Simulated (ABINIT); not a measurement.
# CdS (Greenockite): G0W0 in ABINIT against the bands in the screening, part 2 of 2

Aim: move the bands in the screening of a G0W0 run on CdS (Greenockite) over a wide range.

ABINIT 10.8.3; PBE and many-body steps on it, plane waves. Known limits of the many-body steps: not at the basis limit; no spin-orbit coupling; coarse k mesh.

So far. Step 2 (Screening, 3×3×2 mesh, 34 bands, screening to 106.1 eV): Local fields lower ε∞ by 5 %. On a Γ-centred mesh this coarse the value itself is usually too large, while a short band sum pulls it down. Step 5 (35 bands): The gap on the mesh goes from 1.18 eV to 2.44 eV, a correction of +1.27 eV.

The database entry behind the starting cell differs from later determinations by our own check (about 0.35 % long), so it need not match the best structure at ambient conditions.

## Step 7: 67 bands

This step: G0W0 on PBE, plane waves, norm-conserving pseudopotentials.

Contents of run.abi:

```
acell 3*1.0 Angstrom
rprim 
  4.149999999997 0.000000000001 0.000000000000
  -2.074999999999 3.594005425702 0.000000000000
  0.000000000000 0.000000000000 6.737000000000
ntypat 2
znucl 48 16
natom 4
typat 1 1 2 2
xred 
  0.333333333333 0.666666666667 0.000000000000
  0.666666666667 0.333333333333 0.500000000000
  0.333333333333 0.666666666667 0.375000000000
  0.666666666667 0.333333333333 0.875000000000
pp_dirpath "pseudos"
pseudos "Cd.upf, S.upf"
ecut 47
ngkpt 3 3 2
nshiftk 1
shiftk 0 0 0
kptopt 1
chksymbreak 0
istwfk *1
occopt 1
irdwfk 1
optdriver 4
nband 67
gwcalctyp 0
ecutsigx 47
symsigma 1
nkptgw 1
kptgw 
  0.0000000000 0.0000000000 0.0000000000
bdgw 
  25 28
ecuteps 3.9
irdscr 1
ppmodel 1
indata_prefix "in"
outdata_prefix "out"
tmpdata_prefix "tmp"
```

Command:

```sh
$ OMP_NUM_THREADS=1 mpirun -n 4 abinit run.abi > log
```

The log of the run:

```text
.Version 10.8.3 of ABINIT. v10.8.2 released Aug 2026.

 Symmetries : space group P6_3 m c (#186); Bravais hP (primitive hexag.)
[... echo of the input left out ...]
== DATASET  1 ==================================================================
-   mpi_nproc: 4, omp_nthreads: 1 (-1 if OMP is not activated)

--- !DatasetInfo
iteration_state: {dtset: 1, }
dimensions: {natom: 4, nkpt: 6, mband: 67, nsppol: 1, nspinor: 1, nspden: 1, mpw: 10458, }
cutoff_energies: {ecut:  47.0, pawecutdg:  -1.0, }
[...]
26   4.259 -15.271 -18.229   2.860   0.780  -0.282 -15.347  -0.076   4.183
       27   5.434 -10.670  -6.577  -3.063   0.812  -0.232  -9.834   0.836   6.270
       28   7.023 -11.014  -6.546  -3.214   0.813  -0.230  -9.995   1.019   8.042

== END DATASET(S) ==============================================================
================================================================================

 -outvars: echo values of variables after computation  --------
           etotal      0.0000000000E+00
            nband          67
             nkpt           6
          spgroup         186
 [... the other variables as echoed above ...]

 Calculation completed.
```

The job ended after 5.6 s (4 MPI ranks of Intel Xeon Platinum 8488C (Sapphire Rapids), shared host; peak memory 1 GiB; 21 s of CPU time).

Numbers from this step:

```yaml
g0w0_gap_on_the_points_computed: 2.087 eV
starting_gap_on_the_mesh: 1.175 eV
k_of_the_valence_top: 0, 0, 0
k_of_the_conduction_bottom: 0, 0, 0
least_direct_g0w0_gap_on_the_computed_points: 2.087 eV
```

Against the run before, the gap moves by −0.356 eV.

## Step 8: Screening, 3×3×2 mesh, 121 bands, screening to 106.1 eV

This step: RPA screening on PBE, plane waves, norm-conserving pseudopotentials.

run.abi: that of step 7 with these lines changed.

```diff
@@ -25,15 +25,8 @@
 irdwfk 1
-optdriver 4
-nband 67
-gwcalctyp 0
-ecutsigx 47
-symsigma 1
-nkptgw 1
-kptgw 
-  0.0000000000 0.0000000000 0.0000000000
-bdgw 
-  25 28
+optdriver 3
+nband 121
 ecuteps 3.9
-irdscr 1
-ppmodel 1
+inclvkb 2
+awtr 1
+symchi 1
 indata_prefix "in"
```

The log of the run:

```text
.Version 10.8.3 of ABINIT. v10.8.2 released Aug 2026.

 Symmetries : space group P6_3 m c (#186); Bravais hP (primitive hexag.)
[... echo of the input left out ...]
== DATASET  1 ==================================================================
-   mpi_nproc: 4, omp_nthreads: 1 (-1 if OMP is not activated)

--- !DatasetInfo
iteration_state: {dtset: 1, }
dimensions: {natom: 4, nkpt: 6, mband: 121, nsppol: 1, nspinor: 1, nspden: 1, mpw: 10458, }
cutoff_energies: {ecut:  47.0, pawecutdg:  -1.0, }
[...]
--------------------------------------------------------------------------------
[... chi0 elements left out ...]
 For q-point:  0.000010 0.000020 0.000030
  dielectric constant =  13.9081
  dielectric constant without local fields =  14.7078

  Average fulfillment of the sum rule on Im[epsilon] for q-point    1 :     49.31  [%]
[... wings left out ...]
  q-point number  2        q = ( 0.333333, 0.000000, 0.000000) [r.l.u.]
--------------------------------------------------------------------------------
[... chi0 elements left out ...]
  Average fulfillment of the sum rule on Im[epsilon] for q-point    2 :     54.33  [%]

 [... 4 further q-points ...]
```

Wall time 55 s (4 MPI ranks); peak memory 1.4 GiB; 3.7 min of CPU time.

Numbers from this step:

```yaml
eps_infinity_with_local_fields_on_this_mesh_along_the_program_s_q_direction: 13.91
the_same_without_local_fields: 14.71
plasma_frequency: 26.71 eV
plane_waves_in_the_screening_matrix: 251
```

## Step 9: 121 bands

This step: G0W0 on PBE, plane waves, norm-conserving pseudopotentials.

run.abi: that of step 8 with these lines changed.

```diff
@@ -25,8 +25,15 @@
 irdwfk 1
-optdriver 3
-nband 121
+optdriver 4
+nband 67
+gwcalctyp 0
+ecutsigx 47
+symsigma 1
+nkptgw 1
+kptgw 
+  0.0000000000 0.0000000000 0.0000000000
+bdgw 
+  25 28
 ecuteps 3.9
-inclvkb 2
-awtr 1
-symchi 1
+irdscr 1
+ppmodel 1
 indata_prefix "in"
```

The log of the run:

```text
.Version 10.8.3 of ABINIT. v10.8.2 released Aug 2026.

 Symmetries : space group P6_3 m c (#186); Bravais hP (primitive hexag.)
[... echo of the input left out ...]
== DATASET  1 ==================================================================
-   mpi_nproc: 4, omp_nthreads: 1 (-1 if OMP is not activated)

--- !DatasetInfo
iteration_state: {dtset: 1, }
dimensions: {natom: 4, nkpt: 6, mband: 67, nsppol: 1, nspinor: 1, nspden: 1, mpw: 10458, }
cutoff_energies: {ecut:  47.0, pawecutdg:  -1.0, }
[...]
26   4.259 -15.271 -18.229   2.880   0.783  -0.277 -15.332  -0.061   4.198
       27   5.434 -10.670  -6.577  -3.200   0.816  -0.225  -9.941   0.729   6.163
       28   7.023 -11.014  -6.546  -3.373   0.819  -0.222 -10.117   0.897   7.919

== END DATASET(S) ==============================================================
================================================================================

 -outvars: echo values of variables after computation  --------
           etotal      0.0000000000E+00
            nband          67
             nkpt           6
          spgroup         186
 [... the other variables as echoed above ...]

 Calculation completed.
```

Elapsed: 6.3 s, on 4 MPI ranks; peak memory 1.1 GiB; 24 s of CPU time.

This step gave:

```yaml
g0w0_gap_on_the_points_computed: 1.965 eV
starting_gap_on_the_mesh: 1.175 eV
k_of_the_valence_top: 0, 0, 0
k_of_the_conduction_bottom: 0, 0, 0
least_direct_g0w0_gap_on_the_computed_points: 1.965 eV
```

Against the run before, the gap moves by −0.122 eV.

## Step 10: Side by side

Times are wall times on 4 MPI ranks of Intel Xeon Platinum 8488C (Sapphire Rapids), shared host, good to a factor of about two. A run's time includes the screening step that it read.

| run | mesh | bands | screening cutoff (eV) | DFT gap (eV) | gap on the mesh (eV) | direct (eV) | ε∞ used | time |
| --- | --- | --- | --- | --- | --- | --- | --- | --- |
| 34 bands | 3×3×2 | 67 | 106.1 | 1.175 | 2.495 | 2.495 | 13.49 | 13 s |
| 35 bands | 3×3×2 | 67 | 106.1 | 1.175 | 2.443 | 2.443 | 13.53 | 15 s |
| 67 bands | 3×3×2 | 67 | 106.1 | 1.175 | 2.087 | 2.087 | 13.79 | 33 s |
| 121 bands | 3×3×2 | 67 | 106.1 | 1.175 | 1.965 | 1.965 | 13.91 | 61 s |

## Step 11: Summary of results

| Item | Value |
| --- | --- |
| 34 bands | 2.495 eV |
| 35 bands | 2.443 eV |
| 67 bands | 2.087 eV |
| 121 bands | 1.965 eV |
| known limits | not at the basis limit; no spin-orbit coupling; coarse k mesh |

In words: The setting moved: bands in the screening. From 34 bands to 121 bands the gap moves by −0.53 eV, for 4.6 times the time. The last step still moves it by −0.122 eV. Bands and screening cutoff are coupled, so a series along one setting does not show full convergence. Bands and cutoff are finite, so the gap is not at the basis limit. The miss can reach some tenths of an eV and take either sign; the mesh is an error of its own. In the first G0W0 run levels were corrected at 1 k point alone, so a gap called «on the mesh» is the least over those, and an edge elsewhere would be missed. The 3×3×2 mesh is coarse for this cell, which bears on the long-range parts of exchange and screening. The many-body steps are scalar-relativistic: spin-orbit coupling is not in them.

[Paths, hosts, dates, memory and timing lines, banners, echoed tables and standing remarks are left out of the program output.]

[Logs are printed without paths, hosts, clocks, repeated set-up lines and the standing remarks that a program may print on its own settings, such as how far it seeks lower states.]

[Runs of the session that timed out or met a known fault of the program may be left out.]

[No measured gap is set beside runs whose start may be inverted or whose files or cutoffs have a known fault.]

[Hosts, paths, dates, database ids (printed as entryN), source tags and the programs' standing remarks are cut or masked in the printed files.]

[G0W0 gaps are taken among the corrected bands and points alone; a level outside them can change the order at an edge.]

[Where Ansatz stands beside ABINIT at settings called matched, ABINIT's density can come from a denser mesh and the files from another edition; pairs whose starting gaps differed by over 0.03 eV were left out, so agreement reads better than it is.]
